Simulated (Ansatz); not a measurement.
# ScInS3 (model cell, started as cubic perovskite with In in the octahedra): following an unstable mode, part 2 of 3

Aim: this structure of ScInS3 (model cell, started as cubic perovskite with In in the octahedra) is to be tested for unstable modes, and one is followed downhill.

Ansatz 0.2.0; DFT PBEsol, scalar-relativistic, plane waves, PAW; PAW set soft_1.

So far, highest frequency on the path or at a solved wavevector (cm⁻¹): step 2 (phonons on a q mesh) 460. Also lowest frequency on the path (cm⁻¹): step 2 -264.

The structure was built from a prototype and need not be the compound's stable phase.

**6. Relaxing from the distorted cell**

Starting from the lowest point found, all atoms and the cell are let go, so that strain and other modes of the same symmetry can join in.

The input, input.yaml:

```yaml
crystal:
  lattice:
    - [4.8691768732, 0.0, 0.0]
    - [0.0, 4.8691768732, 0.0]
    - [0.0, 0.0, 4.8691768732]
  atoms:
    - { symbol: Sc, position: [0.0, -0.0871326057, -0.0871326057] }
    - { symbol: In, position: [0.5, 0.4958376732, 0.4958376732] }
    - { symbol: S, position: [0.5, 0.5654551319, 0.0061775516] }
    - { symbol: S, position: [0.5, 0.0061775516, 0.5654551319] }
    - { symbol: S, position: [0.0, 0.5654551319, 0.5654551319] }
kpoints:
  mp_grid: { grid: [8, 8, 8] }
hamiltonian:
  xc: pbesol
  pseudopotentials: { kind: paw, azcp: { folder: soft_1 }, xc_functional: pbe }
scf:
  occupations: { method: methfessel_paxton, width: 0.2 }
output:
  forces: true
  stress: true
  eigenvalues: true
relax:
  adjacent_minimum: "off"
  f_tol: 0.002
  max_steps: 120
  cell: { stress_tol: 0.03 }
```

The run is started by

```sh
$ ansatz run input.yaml --threads 4 --pin off --max-ram 16384MiB --backend cpu --events-out ev --progress --plain --runs-dir out
```

Numbers of over 12 decimals in the logs are rounded to 6 here.

Output:

```text
[...]
Crystal: 5 atoms, lattice volume = 115.443 Å³
Basis set: ecut = 420 eV, 2301 PW (Γ), exchange–correlation on 72×72×72 points (8 copies of the dense FFT grid, shifted against one another)
Bands: 26, of which v1, the nominal top of the filled ones, is band 21 counted from 1 (20 counted from 0)
Symmetry: 4 space group operations
[...]
k-points: 105 of 512 (time reversal used)
[...]
SCF iter   1: F=—  HF=-10294.773412 eV  |F-HF|=—  |Δ(HF+E_count)|=         —  Δρ=3.35e-2  dr2=1.90e0  ethr=3.10e-3  ⟨swp⟩=6.3  Hψ=12891  notcnv=0
[...]
SCF iter  10: F=-10294.253273 eV  HF=-10294.253273 eV  |F-HF|=7.24e-10  |Δ(HF+E_count)|=   3.83e-8  S|Δr|=    0.00e0  Δρ=4.02e-6  dr2=3.61e-8  ethr=2.38e-10  ⟨swp⟩=7.1  Hψ=12940  notcnv=0
SCF 1 converged in 10 iterations: F = -10294.253273 eV  dr2 = 3.61e-8
[...]
relax step   1: F+E_penalty+E_count = -10294.25327273 eV  Δ(F+E_penalty+E_count) = +0.000e0 eV  max|allowed force component| = 9.577e-1 eV/Å  Δτ_max = 0.0000 Å  P = +2.966 GPa  Ω = 115.443 Å³  (10 SCF iters, dr2 threshold 1.00e-7 eV, accepted)
Crystal: 5 atoms, lattice volume = 119.899 Å³
Basis set: ecut = 420 eV, 2361 PW (Γ), exchange–correlation on 72×72×72 points (8 copies of the dense FFT grid, shifted against one another)
[...]
SCF iter   8: F=-10294.861109 eV  HF=-10294.861108 eV  |F-HF|=1.25e-7  |Δ(HF+E_count)|=   3.52e-7  S|Δr|=    0.00e0  Δρ=9.03e-6  dr2=2.29e-7  ethr=1.19e-9  ⟨swp⟩=7.6  Hψ=13155  notcnv=0
SCF 2 converged in 8 iterations: F = -10294.861109 eV  dr2 = 2.29e-7
relax step   2: F+E_penalty+E_count = -10294.86110858 eV  Δ(F+E_penalty+E_count) = -6.078e-1 eV  max|allowed force component| = 6.062e-1 eV/Å  Δτ_max = 0.1949 Å  P = +1.831 GPa  Ω = 119.899 Å³  energy of the carried Pulay correction = -4.793e-4 eV  (8 SCF iters, dr2 threshold 5.00e-7 eV, accepted)
Crystal: 5 atoms, lattice volume = 124.412 Å³
Basis set: ecut = 420 eV, 2437 PW (Γ), exchange–correlation on 72×72×72 points (8 copies of the dense FFT grid, shifted against one another)
[...]
SCF iter   9: F=-10295.252342 eV  HF=-10295.252342 eV  |F-HF|=1.63e-7  |Δ(HF+E_count)|=   1.20e-6  S|Δr|=    0.00e0  Δρ=6.96e-6  dr2=1.28e-7  ethr=1.19e-9  ⟨swp⟩=8.3  Hψ=13539  notcnv=0
SCF 3 converged in 9 iterations: F = -10295.252342 eV  dr2 = 1.28e-7
relax step   3: F+E_penalty+E_count = -10295.25234184 eV  Δ(F+E_penalty+E_count) = -3.912e-1 eV  max|allowed force component| = 2.971e-1 eV/Å  Δτ_max = 0.1944 Å  P = +1.668 GPa  Ω = 124.412 Å³  energy of the carried Pulay correction = -9.465e-4 eV  (9 SCF iters, dr2 threshold 5.00e-7 eV, accepted)
[... from here on, the SCF cycles and remarks between the steps are left out ...]
relax step   4: F+E_penalty+E_count = -10295.37369883 eV  Δ(F+E_penalty+E_count) = -1.214e-1 eV  max|allowed force component| = 4.491e-1 eV/Å  Δτ_max = 0.0972 Å  P = -1.211 GPa  Ω = 132.294 Å³  energy of the carried Pulay correction = -1.722e-3 eV  (9 SCF iters, dr2 threshold 5.00e-7 eV, accepted)
relax step   5: F+E_penalty+E_count = -10295.63698990 eV  Δ(F+E_penalty+E_count) = -2.633e-1 eV  max|allowed force component| = 4.421e-1 eV/Å  Δτ_max = 0.1943 Å  P = -0.925 GPa  Ω = 134.101 Å³  energy of the carried Pulay correction = -1.893e-3 eV  (8 SCF iters, dr2 threshold 5.00e-7 eV, accepted)
relax step   6: F+E_penalty+E_count = -10295.89870710 eV  Δ(F+E_penalty+E_count) = -2.617e-1 eV  max|allowed force component| = 1.687e-1 eV/Å  Δτ_max = 0.1952 Å  P = -0.077 GPa  Ω = 133.607 Å³  energy of the carried Pulay correction = -1.847e-3 eV  (8 SCF iters, dr2 threshold 5.00e-7 eV, accepted)
relax step   7: F+E_penalty+E_count = -10296.07081398 eV  Δ(F+E_penalty+E_count) = -1.721e-1 eV  max|allowed force component| = 4.225e-1 eV/Å  Δτ_max = 0.0750 Å  P = +1.409 GPa  Ω = 134.580 Å³  energy of the carried Pulay correction = -1.938e-3 eV  (8 SCF iters, dr2 threshold 5.00e-7 eV, accepted)
relax step   8: F+E_penalty+E_count = -10296.21157413 eV  Δ(F+E_penalty+E_count) = -1.408e-1 eV  max|allowed force component| = 1.092e-1 eV/Å  Δτ_max = 0.0676 Å  P = +1.608 GPa  Ω = 136.436 Å³  energy of the carried Pulay correction = -2.110e-3 eV  (7 SCF iters, dr2 threshold 5.00e-7 eV, accepted)
relax step   9: F+E_penalty+E_count = -10296.28229464 eV  Δ(F+E_penalty+E_count) = -7.072e-2 eV  max|allowed force component| = 1.357e-1 eV/Å  Δτ_max = 0.0556 Å  P = +0.373 GPa  Ω = 140.268 Å³  energy of the carried Pulay correction = -2.458e-3 eV  (7 SCF iters, dr2 threshold 5.00e-7 eV, accepted)
relax step  10: F+E_penalty+E_count = -10296.27651383 eV  Δ(F+E_penalty+E_count) = +5.781e-3 eV  max|allowed force component| = 3.953e-1 eV/Å  Δτ_max = 0.0950 Å  P = +0.020 GPa  Ω = 141.749 Å³  energy of the carried Pulay correction = -2.590e-3 eV  (8 SCF iters, dr2 threshold 5.00e-7 eV, rejected (line search))
relax step  11: F+E_penalty+E_count = -10296.29190854 eV  Δ(F+E_penalty+E_count) = -9.614e-3 eV  max|allowed force component| = 1.094e-1 eV/Å  Δτ_max = 0.0611 Å  P = +0.064 GPa  Ω = 139.742 Å³  energy of the carried Pulay correction = -2.411e-3 eV  (12 SCF iters, accepted)
relax step  12: F+E_penalty+E_count = -10296.29683539 eV  Δ(F+E_penalty+E_count) = -4.927e-3 eV  max|allowed force component| = 5.121e-2 eV/Å  Δτ_max = 0.0254 Å  P = +0.027 GPa  Ω = 140.857 Å³  energy of the carried Pulay correction = -2.511e-3 eV  (7 SCF iters, dr2 threshold 5.00e-7 eV, accepted)
relax step  13: F+E_penalty+E_count = -10296.29726408 eV  Δ(F+E_penalty+E_count) = -4.287e-4 eV  max|allowed force component| = 5.229e-3 eV/Å  Δτ_max = 0.0061 Å  P = -0.005 GPa  Ω = 140.870 Å³  energy of the carried Pulay correction = -2.512e-3 eV  (5 SCF iters, dr2 threshold 1.64e-7 eV, accepted)
relax step  14: F+E_penalty+E_count = -10296.29734039 eV  Δ(F+E_penalty+E_count) = -7.631e-5 eV  max|allowed force component| = 2.093e-3 eV/Å  Δτ_max = 0.0016 Å  P = -0.002 GPa  Ω = 140.819 Å³  energy of the carried Pulay correction = -2.508e-3 eV  (6 SCF iters, dr2 threshold 1.12e-8 eV, accepted)
relax step  15: F+E_penalty+E_count = -10296.29734168 eV  Δ(F+E_penalty+E_count) = -1.298e-6 eV  max|allowed force component| = 1.571e-4 eV/Å  Δτ_max = 0.0003 Å  P = -0.000 GPa  Ω = 140.823 Å³  energy of the carried Pulay correction = -2.508e-3 eV  (6 SCF iters, dr2 threshold 2.74e-10 eV, accepted)
relax step  16: F+E_penalty+E_count = -10296.48910071 eV  Δ(F+E_penalty+E_count) = -1.918e-1 eV  max|allowed force component| = 3.089e-2 eV/Å  Δτ_max = 0.0000 Å  P = +1.519 GPa  Ω = 140.823 Å³  stress off target by 3.86e0 GPa  SCF on the basis re-selected at this cell (its energy is not comparable with the rows above)  (10 SCF iters)
relax step  17: F+E_penalty+E_count = -10296.60449723 eV  Δ(F+E_penalty+E_count) = -1.154e-1 eV  max|allowed force component| = 2.707e-2 eV/Å  Δτ_max = 0.0371 Å  P = +0.871 GPa  Ω = 144.756 Å³  energy of the carried Pulay correction = -3.412e-4 eV  (7 SCF iters, dr2 threshold 5.00e-7 eV, accepted)
relax step  18: F+E_penalty+E_count = -10296.70249011 eV  Δ(F+E_penalty+E_count) = -9.799e-2 eV  max|allowed force component| = 5.401e-2 eV/Å  Δτ_max = 0.0352 Å  P = +0.718 GPa  Ω = 147.455 Å³  energy of the carried Pulay correction = -6.164e-4 eV  (7 SCF iters, dr2 threshold 5.00e-7 eV, accepted)
relax step  19: F+E_penalty+E_count = -10296.78254303 eV  Δ(F+E_penalty+E_count) = -8.005e-2 eV  max|allowed force component| = 3.427e-2 eV/Å  Δτ_max = 0.0320 Å  P = +0.517 GPa  Ω = 150.024 Å³  energy of the carried Pulay correction = -9.094e-4 eV  (7 SCF iters, dr2 threshold 5.00e-7 eV, accepted)
relax step  20: F+E_penalty+E_count = -10296.84515731 eV  Δ(F+E_penalty+E_count) = -6.261e-2 eV  max|allowed force component| = 4.396e-2 eV/Å  Δτ_max = 0.0313 Å  P = +0.426 GPa  Ω = 151.841 Å³  energy of the carried Pulay correction = -1.140e-3 eV  (7 SCF iters, dr2 threshold 5.00e-7 eV, accepted)
relax step  21: F+E_penalty+E_count = -10296.88347177 eV  Δ(F+E_penalty+E_count) = -3.831e-2 eV  max|allowed force component| = 1.983e-2 eV/Å  Δτ_max = 0.0293 Å  P = +0.171 GPa  Ω = 153.716 Å³  energy of the carried Pulay correction = -1.396e-3 eV  (7 SCF iters, dr2 threshold 5.00e-7 eV, accepted)
relax step  22: F+E_penalty+E_count = -10296.89459265 eV  Δ(F+E_penalty+E_count) = -1.112e-2 eV  max|allowed force component| = 3.843e-3 eV/Å  Δτ_max = 0.0216 Å  P = +0.002 GPa  Ω = 154.961 Å³  energy of the carried Pulay correction = -1.578e-3 eV  (7 SCF iters, dr2 threshold 5.00e-7 eV, accepted)
relax step  23: F+E_penalty+E_count = -10296.89474298 eV  Δ(F+E_penalty+E_count) = -1.503e-4 eV  max|allowed force component| = 5.407e-3 eV/Å  Δτ_max = 0.0037 Å  P = -0.002 GPa  Ω = 154.985 Å³  energy of the carried Pulay correction = -1.583e-3 eV  (7 SCF iters, dr2 threshold 1.58e-8 eV, accepted)
relax step  24: F+E_penalty+E_count = -10296.89475508 eV  Δ(F+E_penalty+E_count) = -1.210e-5 eV  max|allowed force component| = 7.804e-4 eV/Å  Δτ_max = 0.0003 Å  P = -0.002 GPa  Ω = 154.972 Å³  energy of the carried Pulay correction = -1.581e-3 eV  (6 SCF iters, dr2 threshold 1.83e-9 eV, accepted)
relax step  25: F+E_penalty+E_count = -10296.91613126 eV  Δ(F+E_penalty+E_count) = -2.138e-2 eV  max|allowed force component| = 7.862e-3 eV/Å  Δτ_max = 0.0000 Å  P = +0.193 GPa  Ω = 154.972 Å³  stress off target by 5.42e-1 GPa  SCF on the basis re-selected at this cell (its energy is not comparable with the rows above)  (9 SCF iters)
relax step  26: F+E_penalty+E_count = -10296.92131643 eV  Δ(F+E_penalty+E_count) = -5.185e-3 eV  max|allowed force component| = 1.687e-3 eV/Å  Δτ_max = 0.0132 Å  P = +0.078 GPa  Ω = 155.844 Å³  energy of the carried Pulay correction = -5.953e-5 eV  (6 SCF iters, dr2 threshold 5.00e-7 eV, accepted)
relax step  27: F+E_penalty+E_count = -10296.92131696 eV  Δ(F+E_penalty+E_count) = -5.354e-7 eV  max|allowed force component| = 5.163e-2 eV/Å  Δτ_max = 0.0130 Å  P = -0.025 GPa  Ω = 156.827 Å³  energy of the carried Pulay correction = -1.292e-4 eV  (7 SCF iters, dr2 threshold 1.33e-7 eV, accepted)
relax step  28: F+E_penalty+E_count = -10296.92227830 eV  Δ(F+E_penalty+E_count) = -9.613e-4 eV  max|allowed force component| = 5.216e-3 eV/Å  Δτ_max = 0.0089 Å  P = +0.014 GPa  Ω = 156.354 Å³  energy of the carried Pulay correction = -9.528e-5 eV  (5 SCF iters, dr2 threshold 1.67e-7 eV, accepted)
relax step  29: F+E_penalty+E_count = -10296.92230220 eV  Δ(F+E_penalty+E_count) = -2.390e-5 eV  max|allowed force component| = 2.688e-3 eV/Å  Δτ_max = 0.0018 Å  P = -0.010 GPa  Ω = 156.419 Å³  energy of the carried Pulay correction = -9.993e-5 eV  (6 SCF iters, dr2 threshold 4.51e-9 eV, accepted)
relax step  30: F+E_penalty+E_count = -10296.92230945 eV  Δ(F+E_penalty+E_count) = -7.252e-6 eV  max|allowed force component| = 4.069e-4 eV/Å  Δτ_max = 0.0002 Å  P = +0.000 GPa  Ω = 156.384 Å³  energy of the carried Pulay correction = -9.749e-5 eV  (6 SCF iters, dr2 threshold 4.52e-10 eV, accepted)
Basis set: ecut = 420 eV, 3027 PW (Γ), exchange–correlation on 54×96×96 points (8 copies of the dense FFT grid, shifted against one another)
[...]
SCF iter   7: F=-10296.922418 eV  HF=-10296.922418 eV  |F-HF|=7.28e-12  |Δ(HF+E_count)|=  8.37e-11  S|Δr|=    0.00e0  Δρ=3.03e-8  dr2=3.08e-12  ethr=1.00e-12  ⟨swp⟩=6.1  Hψ=14413  notcnv=0
SCF 31 converged in 7 iterations: F = -10296.922418 eV  dr2 = 3.08e-12
relax step  31: F+E_penalty+E_count = -10296.92241832 eV  Δ(F+E_penalty+E_count) = -1.089e-4 eV  max|allowed force component| = 4.182e-4 eV/Å  Δτ_max = 0.0000 Å  P = -0.000 GPa  Ω = 156.384 Å³  stress off target by 1.34e-3 GPa  SCF on the basis re-selected at this cell (its energy is not comparable with the rows above)  (7 SCF iters)
[...]
SCF converged after 7 iterations
[...]
Free energy (F): -10296.922418 eV
[...]
Internal energy: -10296.922418 eV  (E = F + TS)
E sigma→0 (E₀):  -10296.922418 eV
Entropy (-TS):   0.000000 eV (0.000 meV/atom)
Fermi energy:    3.502435 eV
[...]
--- Forces (eV/Å), atoms counted from 1 ---
  atom   1  Sc    -0.00000000    -0.00041823    -0.00041823
  atom   2  In    -0.00000000    -0.00024819    -0.00024819
  atom   3  S     -0.00000000     0.00010647     0.00026226
  atom   4  S      0.00000000     0.00026226     0.00010647
  atom   5  S      0.00000000     0.00029755     0.00029755
  max |Σ_I F_I| component: 1.41e-7 eV/Å
--- Stress (GPa, compression-positive) ---
       -0.001337      -0.000000      -0.000000
       -0.000000       0.000033      -0.000041
       -0.000000      -0.000041       0.000033
  P = ⅓ Tr σ = -0.0004 GPa (-0.004 kbar)
--- Band table (eV; the first three rows and the last of 105) ---
  k-point 0: bands = [... 17 lower, 1.7377, 2.3850, 2.4448, 2.7794, 4.1820, 5.6125, 5.7143, 5.9659, ... 1 higher]
  k-point 1: bands = [... 17 lower, 1.6940, 2.1952, 2.3765, 2.7206, 4.4089, 5.6228, 5.7065, 5.9881, ... 1 higher]
  k-point 2: bands = [... 17 lower, 1.5062, 1.8027, 2.3545, 2.5830, 4.8087, 5.5994, 5.6862, 6.0905, ... 1 higher]
  k-point 104: bands = [... 17 lower, 0.8579, 1.7799, 2.0353, 2.6615, 4.3816, 5.4617, 5.9817, 6.2356, ... 1 higher]
--- Relaxed structure (28 steps of the walk, 27 accepted, 3 SCFs on fresh bases) ---
  F+E_penalty+E_count = -10296.92241832 eV   max|allowed force component| = 4.182e-4 eV/Å   (the final SCF, on the basis selected at the relaxed cell)
  cell:  # Å, volume = 156.3845 Å³
    - [3.801391, 0, 0]
    - [0, 6.583422, 1.484150]
    - [0, 1.484150, 6.583422]
  atoms:
    - { symbol: Sc, position: [0, -0.186799, -0.186799] }
    - { symbol: In, position: [0.5, 0.462291, 0.462291] }
    - { symbol: S, position: [0.5, 0.611114, 0.063433] }
    - { symbol: S, position: [0.5, 0.063433, 0.611114] }
    - { symbol: S, position: [0, 0.595754, 0.595754] }
```

Elapsed: 4.8 min, on 4 threads of Arm Neoverse V2, shared host; peak memory 0.69 GiB.

Step by step (22 of 31):

```csv
step,energy less that of the first step (eV),largest force component (eV/Å),pressure (GPa),volume (Å³)
1,0.0000,0.9577,2.97,115.44
2,-0.6078,0.6062,1.83,119.90
4,-1.1204,0.4491,-1.21,132.29
5,-1.3837,0.4421,-0.92,134.10
7,-1.8175,0.4225,1.41,134.58
8,-1.9583,0.1092,1.61,136.44
10,-2.0232,0.3953,0.02,141.75
11,-2.0386,0.1094,0.06,139.74
12,-2.0436,0.0512,0.03,140.86
14,-2.0441,0.0021,0.00,140.82
15,-2.0441,0.0002,0.00,140.82
17,-2.3512,0.0271,0.87,144.76
18,-2.4492,0.0540,0.72,147.46
20,-2.5919,0.0440,0.43,151.84
21,-2.6302,0.0198,0.17,153.72
22,-2.6413,0.0038,0.00,154.96
24,-2.6415,0.0008,0.00,154.97
25*,-2.6629,0.0079,0.19,154.97
27,-2.6680,0.0516,-0.03,156.83
28,-2.6690,0.0052,0.01,156.35
30,-2.6690,0.0004,0.00,156.38
31*,-2.6691,0.0004,0.00,156.38
```

Relaxation steps marked * repeat the geometry before them on a plane-wave basis chosen anew for their cell, so energy and pressure can jump there. Other such steps can lie between the rows shown. Relaxation step 10 was tried and not accepted.

Forces are held to the 4 operations that the run works with; a distortion that breaks them can't arise in this run.

```
     cell as run  before  after   change
           a (Å)   4.869  3.801  -21.9 %
           b (Å)   4.869  6.749  +38.6 %
           c (Å)   4.869  6.749  +38.6 %
           α (°)   90.00  64.59  -28.2 %
volume (Å³/atom)   23.09  31.28  +35.5 %
```

The atoms that moved most (Å, as changes of fractional coordinates times the final cell):

| atom | dx | dy | dz | length |
| --- | --- | --- | --- | --- |
| Sc1 | 0.000 | -0.804 | -0.804 | 1.137 |
| S3 | 0.000 | 0.386 | 0.445 | 0.589 |
| S4 | 0.000 | 0.445 | 0.386 | 0.589 |
| In2 | 0.000 | -0.271 | -0.271 | 0.383 |
| S5 | 0.000 | 0.244 | 0.244 | 0.346 |

Final coordinates:

```xyz
5
Lattice="3.8014 0.0000 0.0000 0.0000 6.5834 1.4842 0.0000 1.4842 6.5834" Properties=species:S:1:pos:R:3 pbc="T T T"
Sc    0.0000   -1.5070   -1.5070
In    1.9007    3.7296    3.7296
S     1.9007    4.1174    1.3246
S     1.9007    1.3246    4.1174
S     0.0000    4.8063    4.8063
```

Numbers from this step:

| Quantity | Value |
| --- | --- |
| pressure | -4.24e-4 GPa |
| volume per atom | 31.28 Å³ |
| gap on the k-mesh | 1.403 eV |

The distorted start has space group Amm2; the relaxation ends in Amm2.

**7. The new phase in its own primitive cell**

The relaxed structure is symmetrised, reduced to its primitive cell and relaxed tightly, as its phonons need.

input.yaml, the sections that differ from step 6:

```yaml
crystal:
  lattice:
    - [3.8013910272, 0.0, 0.0]
    - [0.0, 3.6057298225, 5.7046353239]
    - [0.0, -3.6057298225, 5.7046353239]
  atoms:
    - { symbol: Sc, position: [0.0, 0.8132010103, 0.8132010103] }
    - { symbol: In, position: [0.5, 0.4622905957, 0.4622905957] }
    - { symbol: S, position: [0.5, 0.6111142569, 0.0634329196] }
    - { symbol: S, position: [0.5, 0.0634329196, 0.6111142569] }
    - { symbol: S, position: [0.0, 0.5957541005, 0.5957541005] }
kpoints:
  mp_grid: { grid: [6, 4, 4] }
scf:
  occupations: { method: fixed }
relax:
  adjacent_minimum: "off"
  f_tol: 0.001
  max_steps: 60
  cell: { stress_tol: 0.01 }
# hamiltonian, output: as in step 6
```

Output:

```text
[...]
Crystal: 5 atoms, lattice volume = 156.384 Å³
Basis set: ecut = 420 eV, 3027 PW (Γ), exchange–correlation on 54×96×96 points (8 copies of the dense FFT grid, shifted against one another)
Bands: 26, of which v1, the nominal top of the filled ones, is band 21 counted from 1 (20 counted from 0)
Symmetry: 4 space group operations
[...]
k-points: 28 of 96 (time reversal used)
[...]
cell:  # Å, volume = 156.4123 Å³
    - [3.802030, 0.0, 0.0]
    - [0.0, 3.606423, 5.703595]
    - [0.0, -3.606423, 5.703595]
  atoms:
    - { symbol: Sc, position: [0.0, 0.813180, 0.813180] }
    - { symbol: In, position: [0.5, 0.462243, 0.462243] }
    - { symbol: S, position: [0.5, 0.611233, 0.063428] }
    - { symbol: S, position: [0.5, 0.063428, 0.611233] }
    - { symbol: S, position: [0.0, 0.595709, 0.595709] }
[key lines of the parts left out:]
SCF converged after 7 iterations
Free energy (F): -10296.920053 eV
Fermi energy:    2.778692 eV
P = ⅓ Tr σ = -0.0011 GPa (-0.011 kbar)
```

The job ended after 12 s (4 threads; peak memory 0.48 GiB).

Little changed from the start: no atom moved by 0.005 Å and no cell edge by 0.1 %.

Numbers from this step:

| Quantity | Value |
| --- | --- |
| pressure | -0.001130 GPa |
| gap on the k-mesh | 1.401 eV |
| direct gap on mesh | 1.401 eV |

The largest force component left is 0.60 meV/Å and the pressure is -0.001 GPa, within the tolerances set. The cell now holds 31.28 Å³/atom.

(Part 2 of 3 ends here.)

[Logs are printed without paths, hosts, clocks, repeated set-up lines and the standing remarks that a program may print on its own settings, such as how far it seeks lower states.]

[Hosts, paths, dates, database ids (printed as entryN), source tags and the programs' standing remarks are cut or masked in the printed files.]
